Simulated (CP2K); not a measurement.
Consider methylammonium monohydrate at its PBE geometry (Å).

```xyz
11

C     0.4991   -1.2215   -0.7384
N    -0.2403    0.0896   -0.7658
O    -0.3171    1.3060    1.6514
H     1.5283   -1.0337   -0.4205
H     0.0030   -1.8852   -0.0246
H     0.4860   -1.6652   -1.7383
H    -1.2143   -0.0461   -1.0673
H    -0.2608    0.5593    0.1897
H     0.1869    0.7438   -1.4335
H    -0.9938    1.2026    2.3440
H     0.3228    1.9504    2.0033
```

Method: CP2K XAS_TDP, all-electron GAPW, PBEh(45%), aug-cc-pVDZ, TDA, GW2X-corrected core level, no relativity.

Q: Predict the bright core excitations at the N K edge.

Leading lines: N2 407.30 eV. The leading line of an atom is its first one with 35 % of the strongest within 2.5 eV of its lowest line over the strength cut. Core ionisation energies at this level: N2 414.54 eV.

The first six lines of each atom with a strength over 0.0015:

| atom | energy (eV) | states | strength, one atom | above the computed threshold |
| --- | --- | --- | --- | --- |
| N2 (bonded to C and 3 H, gives 1 H bond) | 406.55 | 1 | 0.0109 |  |
|  | 407.30 | 1 | 0.0406 |  |
|  | 408.14 | 1 | 0.0329 |  |
|  | 408.63 | 1 | 0.0197 |  |
|  | 409.64 | 1 | 0.0122 |  |
|  | 411.00 | 1 | 0.0113 |  |

Lines are vertical, at one geometry, with no vibrational structure. GW2X ionisation energies and lines can be off by 1 to 2 eV either way, and a good line position may hide errors that cancel. These values hold no scalar relativity, about 0.2 eV for N 1s. Rydberg lines, and the discretised continuum above threshold, depend on the basis and the box. This is one low-energy arrangement of the cluster, relaxed without a dispersion correction; others exist. The ion (charge +1) is isolated, with no counter-ion or solvent.

[Banner, clock and machine lines of the logs are left out without a mark of their own.]

[Logs are printed without paths, hosts, clocks, repeated set-up lines and the standing remarks that a program may print on its own settings, such as how far it seeks lower states.]

[Hosts, paths, dates, database ids (printed as entryN), source tags and the programs' standing remarks are cut or masked in the printed files.]
